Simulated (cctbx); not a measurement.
# Lattice, Laue class and space group of a new crystal

Cell: a = 5.0530 Å, b = 12.4280 Å, c = 6.5020 Å, α = 90.00°, β = 111.64°, γ = 90.00°. Expected content of the cell: Sm2 Fe4 Ti18 Be2.

The data are simulated with cctbx, not measured: synchrotron X-rays, λ = 0.6889 Å, to d = 0.75 Å, 95 % of the full sphere, strongest reflection 70000 counts, noise from counting, a 3 % proportional error and a noise floor of 15 counts (s.d.); no absorption.

Tests on the unmerged data give:

```text
3579 reflections to d = 0.750 A
centring   violations  <I/sigma> of those
    A        808 of  1785     11.8
    B        809 of  1766     11.9
    C          1 of  1791      0.0
    I        823 of  1794     11.0
    R       1100 of  2397     11.1
    F        809 of  2671      7.9
Laue class    unique    Rint  (classes that these axes allow; Friedel mates merged)
C 1 2/m 1         497   0.022
space group    extra absences  I>4sigma  <I/sigma>
C 1 2 1                 0          0         -  acentric
C 1 m 1                 0          0         -  acentric
C 1 2/m 1               0          0         -  centric
Wilson B = 0.62 A^2   <|E^2-1|> = 0.803 (0.968 centric, 0.736 acentric)   E^2>4: 2.0 %
shell (A)         n   <I/sigma>
 6.21 - 1.49     71     45.6
 1.49 - 1.19     60     42.8
 1.19 - 1.04     63     42.5
 1.04 - 0.94     56     43.2
 0.94 - 0.88     62     39.8
 0.88 - 0.83     57     36.8
 0.83 - 0.78     66     37.8
 0.78 - 0.75     62     40.7
```

**Question.** What are the lattice type, the Laue class and the likely space group?

The reflections that C centring forbids are absent (⟨I/σ⟩ near 0), so the lattice is C.

Only C 1 2/m 1 fits these axes (Rint 0.022); a search for a hidden higher lattice was not made.

3 settings pass the absence test. No glide or screw absences show, which leaves C 1 2 1, C 1 m 1 and C 1 2/m 1.

⟨|E²−1|⟩ = 0.803 lies between the two ideal values. The Wilson B of 0.62 Å² means U ≈ 0.0079 Å².

The true group is C2/m (no. 12), Laue class 2/m, centrosymmetric. The tables only narrow the choice to the tied entries; cell content, site symmetry and trial solutions must settle it.

The model was made for the exercise: a known structure type with other elements put in, its volume estimated, not relaxed; displacement parameters are assumed.

[Logs are printed without paths, hosts, clocks, repeated set-up lines and the standing remarks that a program may print on its own settings, such as how far it seeks lower states.]
